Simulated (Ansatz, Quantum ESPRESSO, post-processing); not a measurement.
# Work function of V(110), 5 layers, one monolayer of F on hollow sites, part 5 of 5

How much energy does it take to lift an electron out of V(110), 5 layers, one monolayer of F on hollow sites, and how far do the settings matter?

Quantum ESPRESSO 7.5; plane-wave DFT, PBE, GBRV ultrasoft pseudopotentials; geometry and cross-check by Ansatz 0.2.0 with PAW datasets.

So far. Step 9 (Self-consistent run: LDA, GBRV ultrasoft): The upper face goes from 5.504 eV (PBE, GBRV) to 5.846 eV, a change of +0.342 eV. Step 10 (Ground state: PBE, SSSP efficiency): The upper face goes from 5.504 eV (PBE, GBRV) to 5.505 eV, a change of +0.001 eV; the files are those of the first run, so only the cutoffs change.

## (11) Ground state: PBEsol, GBRV ultrasoft

Level of this step: plane-wave DFT, PBEsol, GBRV ultrasoft pseudopotentials (Quantum ESPRESSO 7.5).

gbrv-pbesol.in reads:

```
&control
  prefix = 'gbrv-pbesol'
  outdir = './out'
  pseudo_dir = './pseudo'
  calculation = 'scf'
  tprnfor = .true.
/
&system
  ibrav = 0
  nat = 6
  ntyp = 2
  ecutwfc = 40
  ecutrho = 200
  occupations = 'smearing'
  smearing = 'mv'
  degauss = 0.02
  assume_isolated = 'esm'
  esm_bc = 'bc1'
/
&electrons
  conv_thr = 1e-07
  mixing_beta = 0.4
  electron_maxstep = 120
  mixing_mode = 'local-TF'
/
ATOMIC_SPECIES
  V   50.9415  v_pbesol_v1.4.uspp.F.UPF
  F   18.9984  f_pbesol_v1.4.uspp.F.UPF
CELL_PARAMETERS angstrom
  2.13546247920000 -1.51000000000000 0.00000000000000
  2.13546247920000 1.51000000000000 0.00000000000000
  0.00000000000000 0.00000000000000 27.54184991670000
ATOMIC_POSITIONS crystal
  V   0.000000000000 0.000000000000 -0.176756103094
  V   0.500000000000 0.500000000000 -0.099220916294
  V   0.000000000000 0.000000000000 -0.021685729494
  V   0.498631321319 0.498631321319 0.053440361686
  V   0.002598977201 0.002598977201 0.129381963106
  F   0.356829321918 0.356829321918 0.176756103094
K_POINTS automatic
  12 12 1 0 0 0
```

Launch:

```console
> OMP_NUM_THREADS=1 mpirun -n 4 pw.x -nk 4 -in gbrv-pbesol.in > gbrv-pbesol.out
```

Log:

```text
[banner, memory and clock lines left out]
Program PWSCF v.7.5 starts
[citation notice left out]

[...]
Message from routine setup:
[...]
bravais-lattice index     =            0
     lattice parameter (alat)  =       4.9424  a.u.
     unit-cell volume          =    1198.6395 (a.u.)^3
     number of atoms/cell      =            6
     number of atomic types    =            2
     number of electrons       =        72.00
     number of Kohn-Sham states=           43
     kinetic-energy cutoff     =      40.0000  Ry
     charge density cutoff     =     200.0000  Ry
     scf convergence threshold =      1.0E-07
     mixing beta               =       0.4000
     number of iterations used =            8  local-TF  mixing
     Exchange-correlation= SLA  PW   PSX  PSC
                           (   1   4  10   8   0   0   0)

     Effective Screening Medium Method
     Boundary Conditions: Vacuum-Slab-Vacuum
     total charge in unit cell        =   0.0000
     grid points for fit at edges     =        4

[...]
PseudoPot. # 1 for V  read from file:
     ./pseudo/v_pbesol_v1.4.uspp.F.UPF
     Pseudo is Ultrasoft + core correction, Zval = 13.0
     Generated by new atomic code, or converted to UPF format
     Using radial grid of  853 points,  6 beta functions with:
                l(1) =   0
                l(2) =   0
                l(3) =   1
                l(4) =   1
                l(5) =   2
                l(6) =   2
     Q(r) pseudized with  8 coefficients,  rinner =    1.100   1.100   1.100
                                                       1.100   1.100

     PseudoPot. # 2 for F  read from file:
     ./pseudo/f_pbesol_v1.4.uspp.F.UPF
     Pseudo is Ultrasoft, Zval =  7.0
     Generated by new atomic code, or converted to UPF format
     Using radial grid of  799 points,  4 beta functions with:
                l(1) =   0
                l(2) =   0
                l(3) =   1
                l(4) =   1
     Q(r) pseudized with  8 coefficients,  rinner =    0.950   0.950   0.950

     atomic species   valence    mass     pseudopotential
     V                13.00    50.94150     V ( 1.00)
     F                 7.00    18.99840     F ( 1.00)

      2 Sym. Ops. (no inversion) found

[...]
number of k points=    43  Marzari-Vanderbilt smearing, width (Ry)=  0.0200
[...]
Dense  grid:    57189 G-vectors     FFT dimensions: (  24,  24, 240)

     Smooth grid:    40719 G-vectors     FFT dimensions: (  20,  20, 216)

     Check: negative core charge=   -0.000003

     Initial potential from superposition of free atoms

     starting charge      71.9943, renormalised to      72.0000

     negative rho (up, down):  6.567E-03 0.000E+00
     Starting wfcs are   54 randomized atomic wfcs

     per-process dynamical memory:    87.0 Mb

     Self-consistent Calculation

     iteration #  1     ecut=    40.00 Ry     beta= 0.40
     Davidson diagonalization with overlap
     ethr =  1.00E-02,  avg # of iterations =  2.9

     negative rho (up, down):  6.708E-03 0.000E+00

     total energy              =    -772.81549587 Ry
     estimated scf accuracy    <       6.78781940 Ry

     iteration #  2     ecut=    40.00 Ry     beta= 0.40
[...]
negative rho (up, down):  6.987E-03 0.000E+00

[...]
total energy              =    -773.09352170 Ry
     estimated scf accuracy    <       0.83375534 Ry

     iteration #  3     ecut=    40.00 Ry     beta= 0.40
[...]
negative rho (up, down):  7.453E-03 0.000E+00

[...]
total energy              =    -773.53079562 Ry
     estimated scf accuracy    <       0.96976286 Ry

     iteration #  4     ecut=    40.00 Ry     beta= 0.40
[...]
negative rho (up, down):  8.976E-03 0.000E+00

[...]
total energy              =    -773.36323336 Ry
     estimated scf accuracy    <       0.81347362 Ry

     iteration #  5     ecut=    40.00 Ry     beta= 0.40
[...]
negative rho (up, down):  8.685E-03 0.000E+00

[...]
total energy              =    -773.36466478 Ry
     estimated scf accuracy    <       0.30089950 Ry

     iteration #  6     ecut=    40.00 Ry     beta= 0.40
[...]
c_bands:  3 eigenvalues not converged
     c_bands:  2 eigenvalues not converged
     c_bands:  2 eigenvalues not converged
[...]
negative rho (up, down):  7.696E-03 0.000E+00

[...]
total energy              =    -773.43063244 Ry
     estimated scf accuracy    <       0.18908735 Ry

[...]
iteration # 43     ecut=    40.00 Ry     beta= 0.40
[...]
negative rho (up, down):  8.805E-03 0.000E+00

[...]
total energy              =    -773.44708167 Ry
     estimated scf accuracy    <       0.00000139 Ry

     iteration # 44     ecut=    40.00 Ry     beta= 0.40
[...]
negative rho (up, down):  8.792E-03 0.000E+00

[...]
total energy              =    -773.44709028 Ry
     estimated scf accuracy    <       0.00000099 Ry

     iteration # 45     ecut=    40.00 Ry     beta= 0.40
[...]
negative rho (up, down):  8.794E-03 0.000E+00

[...]
total energy              =    -773.44708840 Ry
     estimated scf accuracy    <       0.00000017 Ry

     iteration # 46     ecut=    40.00 Ry     beta= 0.40
[...]
negative rho (up, down):  8.812E-03 0.000E+00

[...]
End of self-consistent calculation

          k = 0.0000 0.0000 0.0000 (  5049 PWs)   bands (ev):

   -69.3847 -68.8458 -68.6925 -68.6245 -68.5171 -43.4879 -43.0930 -43.0193
   -42.8608 -42.7862 -42.5116 -42.5104 -42.3626 -42.3319 -42.2760 -42.2236
   -42.2119 -42.1433 -42.1412 -42.1146 -30.4980 -12.8625 -11.3976 -11.3093
   -10.6781 -10.4217  -9.2094  -8.4663  -7.3955  -6.3137  -6.1170  -5.7642
    -5.5208  -5.3259  -5.1677  -4.9723  -4.9100  -4.8151  -4.7165  -4.1838
    -4.1636  -3.6381  -3.3629

          k = 0.0510 0.0722 0.0000 (  5057 PWs)   bands (ev):

   -69.3781 -68.8388 -68.6855 -68.6179 -68.5133 -43.4776 -43.1223 -43.0065
   -42.8842 -42.7833 -42.5518 -42.5023 -42.3738 -42.3530 -42.3128 -42.2432
   -42.1998 -42.1746 -42.1544 -42.1301 -30.4709 -12.7770 -11.4530 -11.1886
   -10.7619 -10.2277  -9.0302  -8.2922  -7.3170  -6.3010  -6.1097  -5.7604
    -5.5567  -5.3425  -5.2591  -5.1316  -4.9625  -4.7774  -4.6389  -4.5379
    -4.0433  -3.7019  -3.3492

[...]
the Fermi energy is    -5.2134 ev

!    total energy              =    -773.44707228 Ry
     estimated scf accuracy    <       0.00000004 Ry
     smearing contrib. (-TS)   =       0.00211127 Ry
     internal energy E=F+TS    =    -773.44918355 Ry

     The total energy is F=E-TS. E is the sum of the following terms:
     one-electron contribution =   20025.79971484 Ry
     hartree contribution      =  -10033.20107139 Ry
     xc contribution           =    -106.24531204 Ry
     ewald contribution        =  -10659.80251496 Ry

     convergence has been achieved in  46 iterations

     negative rho (up, down):  8.812E-03 0.000E+00

     Forces acting on atoms (cartesian axes, Ry/au):

     atom    1 type  1   force =     0.00003072    0.00000000    0.03369688
     atom    2 type  1   force =     0.00059809   -0.00000000   -0.01674521
     atom    3 type  1   force =    -0.00036875   -0.00000000   -0.00340502
     atom    4 type  1   force =     0.00000950   -0.00000000   -0.00138294
     atom    5 type  1   force =     0.00137886    0.00000000    0.00387893
     atom    6 type  2   force =    -0.00164843   -0.00000000   -0.01594647

     Total force =     0.041278     Total SCF correction =     0.001195

[...]
```

It took 3.1 min on 4 MPI ranks of Arm Neoverse V2, shared host; peak memory 0.64 GiB.

Numbers from this step:

```
free energy                                                    : -10523.2835 eV
Fermi energy                                                   : -5.213 eV
vacuum line at the lower end of the cell, over the Fermi level : 4.911 eV
vacuum line at the upper end of the cell, over the Fermi level : 5.516 eV
```

The potential energy, planar mean oscillates, so the rows of the table below give means over windows of 2.07 Å about each position, cut where the curve ends. Its maxima inside the range that stand out by 2 % of the span (Å: eV): -3.8: -0.828, -1.7: -0.945, 0.5: -1.32, 2.5: -1.05, 4.4: -6.41. Its minima: -4.8: -20.7, -2.8: -20.6, -0.6: -20.5, 1.5: -20.5, 3.6: -21.4, 4.8: -9.15.

Electrostatic potential energy of an electron; zero at the Fermi level. The potential energy, planar mean by z; means over each step:

```tsv
z (Å)	potential energy, planar mean (eV)
-12.73	4.91
-10.66	4.91
-8.59	4.89
-6.52	2.30
-4.45	-10.1
-2.38	-10.0
-0.31	-10.2
1.76	-10.1
3.83	-12.5
5.90	2.65
7.97	5.51
10.04	5.52
12.11	5.52
```

The upper face goes from 5.504 eV (PBE, GBRV) to 5.516 eV, a change of +0.012 eV.

## (12) All levels side by side

All levels:

```tsv
level	upper face (eV)	lower face (eV)	dipole (e Å)	CPU time (s)
QE PBE GBRV, sawtooth	5.501	4.822	-0.02419	640.4
QE PBE GBRV, ESM bc1	5.504	4.825	-	573.8
QE LDA GBRV ultrasoft, ESM bc1	5.846	5.055	-	722.2
QE PBE SSSP efficiency, ESM bc1	5.505	4.822	-	995.9
QE PBEsol GBRV ultrasoft, ESM bc1	5.516	4.911	-	748.8
Ansatz PBE PAW, sawtooth (time of the whole relaxation)	5.434	4.784	-0.02317	177.9
```

The times are CPU seconds on a shared host; the codes use unlike cutoffs, datasets and smearings, so their times compare unlike work.

## (13) SCF with pw.x, with smearing = gaussian, degauss = 0.05 and nosym = True

A sensitivity test on the input.

Level of this step: plane-wave DFT, PBE, GBRV ultrasoft pseudopotentials (Quantum ESPRESSO 7.5).

esm.w0.in reads:

```
&control
  prefix = 'esm.w0'
  outdir = './out'
  pseudo_dir = './pseudo'
  calculation = 'scf'
  tprnfor = .true.
/
&system
  ibrav = 0
  nat = 6
  ntyp = 2
  ecutwfc = 40
  ecutrho = 200
  occupations = 'smearing'
  smearing = 'gaussian'
  degauss = 0.05
  assume_isolated = 'esm'
  esm_bc = 'bc1'
  nosym = .true.
/
&electrons
  conv_thr = 1e-07
  mixing_beta = 0.4
  electron_maxstep = 120
  mixing_mode = 'local-TF'
/
ATOMIC_SPECIES
  V   50.9415  v_pbe_v1.4.uspp.F.UPF
  F   18.9984  f_pbe_v1.4.uspp.F.UPF
CELL_PARAMETERS angstrom
  2.13546247920000 -1.51000000000000 0.00000000000000
  2.13546247920000 1.51000000000000 0.00000000000000
  0.00000000000000 0.00000000000000 27.54184991670000
ATOMIC_POSITIONS crystal
  V   0.000000000000 0.000000000000 -0.176756103094
  V   0.500000000000 0.500000000000 -0.099220916294
  V   0.000000000000 0.000000000000 -0.021685729494
  V   0.498631321319 0.498631321319 0.053440361686
  V   0.002598977201 0.002598977201 0.129381963106
  F   0.356829321918 0.356829321918 0.176756103094
K_POINTS automatic
  12 12 1 0 0 0
```

Launch:

```console
> OMP_NUM_THREADS=1 mpirun -n 4 pw.x -nk 4 -in esm.w0.in > esm.w0.out
```

Log:

```text
[banner, memory and clock lines left out]
Program PWSCF v.7.5 starts
[citation notice left out]

[...]
bravais-lattice index     =            0
     lattice parameter (alat)  =       4.9424  a.u.
     unit-cell volume          =    1198.6395 (a.u.)^3
     number of atoms/cell      =            6
     number of atomic types    =            2
     number of electrons       =        72.00
     number of Kohn-Sham states=           43
     kinetic-energy cutoff     =      40.0000  Ry
     charge density cutoff     =     200.0000  Ry
     scf convergence threshold =      1.0E-07
     mixing beta               =       0.4000
     number of iterations used =            8  local-TF  mixing
     Exchange-correlation=  SLA  PW   PBX  PBC
                           (   1   4   3   4   0   0   0)

     Effective Screening Medium Method
     Boundary Conditions: Vacuum-Slab-Vacuum
     total charge in unit cell        =   0.0000
     grid points for fit at edges     =        4

[...]
PseudoPot. # 1 for V  read from file:
     ./pseudo/v_pbe_v1.4.uspp.F.UPF
     Pseudo is Ultrasoft + core correction, Zval = 13.0
     Generated by new atomic code, or converted to UPF format
     Using radial grid of  853 points,  6 beta functions with:
                l(1) =   0
                l(2) =   0
                l(3) =   1
                l(4) =   1
                l(5) =   2
                l(6) =   2
     Q(r) pseudized with  8 coefficients,  rinner =    1.100   1.100   1.100
                                                       1.100   1.100

     PseudoPot. # 2 for F  read from file:
     ./pseudo/f_pbe_v1.4.uspp.F.UPF
     Pseudo is Ultrasoft, Zval =  7.0
     Generated by new atomic code, or converted to UPF format
     Using radial grid of  799 points,  4 beta functions with:
                l(1) =   0
                l(2) =   0
                l(3) =   1
                l(4) =   1
     Q(r) pseudized with  8 coefficients,  rinner =    0.950   0.950   0.950

     atomic species   valence    mass     pseudopotential
     V                13.00    50.94150     V ( 1.00)
     F                 7.00    18.99840     F ( 1.00)

     No symmetry found

[...]
number of k points=    74  Gaussian smearing, width (Ry)=  0.0500
[...]
Dense  grid:    57189 G-vectors     FFT dimensions: (  24,  24, 240)

     Smooth grid:    40719 G-vectors     FFT dimensions: (  20,  20, 216)

     Check: negative core charge=   -0.000003

     Initial potential from superposition of free atoms

     starting charge      71.9939, renormalised to      72.0000

     negative rho (up, down):  7.729E-03 0.000E+00
     Starting wfcs are   54 randomized atomic wfcs

     per-process dynamical memory:   111.2 Mb

     Self-consistent Calculation

     iteration #  1     ecut=    40.00 Ry     beta= 0.40
     Davidson diagonalization with overlap
     ethr =  1.00E-02,  avg # of iterations =  2.8

     negative rho (up, down):  7.891E-03 0.000E+00

     total energy              =    -773.41130430 Ry
     estimated scf accuracy    <       6.65617577 Ry

     iteration #  2     ecut=    40.00 Ry     beta= 0.40
[...]
negative rho (up, down):  8.094E-03 0.000E+00

[...]
total energy              =    -773.70486531 Ry
     estimated scf accuracy    <       0.58023541 Ry

     iteration #  3     ecut=    40.00 Ry     beta= 0.40
[...]
c_bands:  1 eigenvalues not converged
[...]
negative rho (up, down):  8.456E-03 0.000E+00

[...]
total energy              =    -774.20567222 Ry
     estimated scf accuracy    <       0.96603707 Ry

     iteration #  4     ecut=    40.00 Ry     beta= 0.40
[...]
negative rho (up, down):  8.160E-03 0.000E+00

[...]
total energy              =    -774.26926568 Ry
     estimated scf accuracy    <       0.79927513 Ry

     iteration #  5     ecut=    40.00 Ry     beta= 0.40
[...]
negative rho (up, down):  9.806E-03 0.000E+00

[...]
total energy              =    -773.91282430 Ry
     estimated scf accuracy    <       0.98214445 Ry

     iteration #  6     ecut=    40.00 Ry     beta= 0.40
[...]
negative rho (up, down):  9.476E-03 0.000E+00

[...]
total energy              =    -774.08812125 Ry
     estimated scf accuracy    <       0.15224685 Ry

[...]
iteration # 33     ecut=    40.00 Ry     beta= 0.40
[...]
c_bands:  2 eigenvalues not converged
[...]
negative rho (up, down):  9.905E-03 0.000E+00

[...]
total energy              =    -774.08766069 Ry
     estimated scf accuracy    <       0.00000171 Ry

     iteration # 34     ecut=    40.00 Ry     beta= 0.40
[...]
c_bands:  1 eigenvalues not converged
     c_bands:  1 eigenvalues not converged
     c_bands:  1 eigenvalues not converged
     c_bands:  1 eigenvalues not converged
[...]
negative rho (up, down):  9.894E-03 0.000E+00

[...]
total energy              =    -774.08768136 Ry
     estimated scf accuracy    <       0.00000110 Ry

     iteration # 35     ecut=    40.00 Ry     beta= 0.40
[...]
negative rho (up, down):  9.882E-03 0.000E+00

[...]
total energy              =    -774.08768267 Ry
     estimated scf accuracy    <       0.00000071 Ry

     iteration # 36     ecut=    40.00 Ry     beta= 0.40
[...]
negative rho (up, down):  9.901E-03 0.000E+00

[...]
End of self-consistent calculation

          k = 0.0000 0.0000 0.0000 (  5049 PWs)   bands (ev):

   -69.5539 -68.9954 -68.8617 -68.8062 -68.7066 -43.5447 -43.1509 -43.0739
   -42.9313 -42.8601 -42.5725 -42.5502 -42.4393 -42.3637 -42.3542 -42.2906
   -42.2758 -42.2313 -42.2233 -42.1974 -30.5029 -12.7464 -11.3452 -11.1931
   -10.5678 -10.3598  -9.1383  -8.3970  -7.3375  -6.2540  -6.0357  -5.6878
    -5.4502  -5.2512  -5.1093  -4.8969  -4.8531  -4.7653  -4.6632  -4.1172
    -4.1147  -3.5667  -3.2971

          k = 0.0510 0.0722 0.0000 (  5057 PWs)   bands (ev):

   -69.5474 -68.9885 -68.8542 -68.8003 -68.7030 -43.5345 -43.1801 -43.0611
   -42.9543 -42.8569 -42.6028 -42.5541 -42.4470 -42.3946 -42.3801 -42.2966
   -42.2793 -42.2587 -42.2386 -42.2136 -30.4765 -12.6601 -11.3407 -11.1312
   -10.6510 -10.1658  -8.9597  -8.2230  -7.2594  -6.2423  -6.0289  -5.6844
    -5.4873  -5.2741  -5.1988  -5.0615  -4.9063  -4.7181  -4.5810  -4.4864
    -3.9765  -3.6279  -3.2080

[...]
the Fermi energy is    -5.0491 ev

!    total energy              =    -774.08767853 Ry
     estimated scf accuracy    <       0.00000004 Ry
     smearing contrib. (-TS)   =      -0.11712000 Ry
     internal energy E=F+TS    =    -773.97055853 Ry

     The total energy is F=E-TS. E is the sum of the following terms:
     one-electron contribution =   20026.28076376 Ry
     hartree contribution      =  -10033.00301592 Ry
     xc contribution           =    -107.44579141 Ry
     ewald contribution        =  -10659.80251496 Ry

     convergence has been achieved in  36 iterations

     negative rho (up, down):  9.901E-03 0.000E+00

     Forces acting on atoms (cartesian axes, Ry/au):

     atom    1 type  1   force =     0.00001805   -0.00000027    0.01810643
     atom    2 type  1   force =     0.00012031    0.00000157   -0.01591726
     atom    3 type  1   force =    -0.00098239   -0.00000175   -0.00930086
     atom    4 type  1   force =    -0.00029894    0.00000026    0.00663537
     atom    5 type  1   force =     0.00176723    0.00000036   -0.00117004
     atom    6 type  2   force =    -0.00062425   -0.00000016    0.00180221

     Total force =     0.026850     Total SCF correction =     0.001320

[...]
```

The job ended after 4 min (4 MPI ranks; peak memory 0.68 GiB; 16 min of CPU time).

The changed values were drawn from a wide range, not chosen for quality; the comparison shows what they did here together.

Beside the run it was changed from:

```tsv
quantity	this run	unchanged run	difference
vacuum line at the upper end of the cell, over the Fermi level (eV)	5.441	5.504	-0.062
vacuum line at the lower end of the cell, over the Fermi level (eV)	4.657	4.825	-0.17
free energy (eV)	-10532.00	-10531.14	-0.86
wall time (s)	242	144	
SCF iterations	36	35
```

The free energy moves by -1.4e+02 meV an atom.

The free energy holds the smearing's entropy term, so it moves with degauss by construction.

Levels move by up to 168 meV, so the change matters at the level of the results.

## (14) By hand

In the first self-consistent run, on its own zero, the Fermi level is 3.725 eV and the upper vacuum level 9.226 eV: φ = 9.226 − (3.725) = 5.501 eV.

The dipole of -0.1162 D is -0.0242 e Å (1 D = 0.20819 e Å). A dipole layer steps the potential by e p/(ε₀A), with e/ε₀ = 180.95 V Å: 180.95 × 0.0242 / 6.449 = 0.679 eV, against 0.679 eV between the two work functions.

## (15) What came out

```json
{"work function of the covered face, PBE, GBRV": "5.50 eV", "work function of the bare face, PBE, GBRV": "4.82 eV", "covered face by ESM": "5.50 eV", "dipole along the normal": "-0.0242 e·Å", "covered face by Ansatz": "5.43 eV"}
```

What this shows: At the first level (PBE, GBRV ultrasoft) the work function comes to 5.50 eV on the upper face and 4.82 eV on the lower. The F layer ends 1.30 Å above the top metal plane and raises the work function by 0.68 eV against the bare face. This is the step −180.95 p/A = +0.68 eV of the slab's dipole p = -0.02419 e Å, which the dipole correction builds in. The bare face is held at bulk positions, so it is no relaxed clean surface. ESM differs from the periodic treatment by +3 meV on the upper face and +3 meV on the lower. Over the levels tried the upper face spans 5.43 eV (Ansatz PBE PAW, sawtooth) to 5.85 eV (QE LDA GBRV ultrasoft, ESM bc1). Quantum ESPRESSO and Ansatz give 5.50 and 5.43 eV for the upper face, which agree. Ansatz ran with Fermi-Dirac smearing of 0.1 eV against cold smearing of 0.02 Ry, which alone can move a level by some tens of meV. With 12×12 points and so few layers the values hold to some 0.05 to 0.1 eV. The slab is cut at a tabulated measured bulk lattice constant, given to two decimals. A full 1×1 monolayer may not be the stable structure at this coverage. The runs have no spin polarisation, although V can carry a moment.

[Logs are printed without paths, hosts, clocks, repeated set-up lines and the standing remarks that a program may print on its own settings, such as how far it seeks lower states.]

[Hosts, paths, dates, database ids (printed as entryN), source tags and the programs' standing remarks are cut or masked in the printed files.]

[Maps of the electrostatic potential energy from Ansatz leave out the sawtooth potential of an applied field or a dipole correction, so their vacuum need not be flat; planar profiles and work functions include it.]
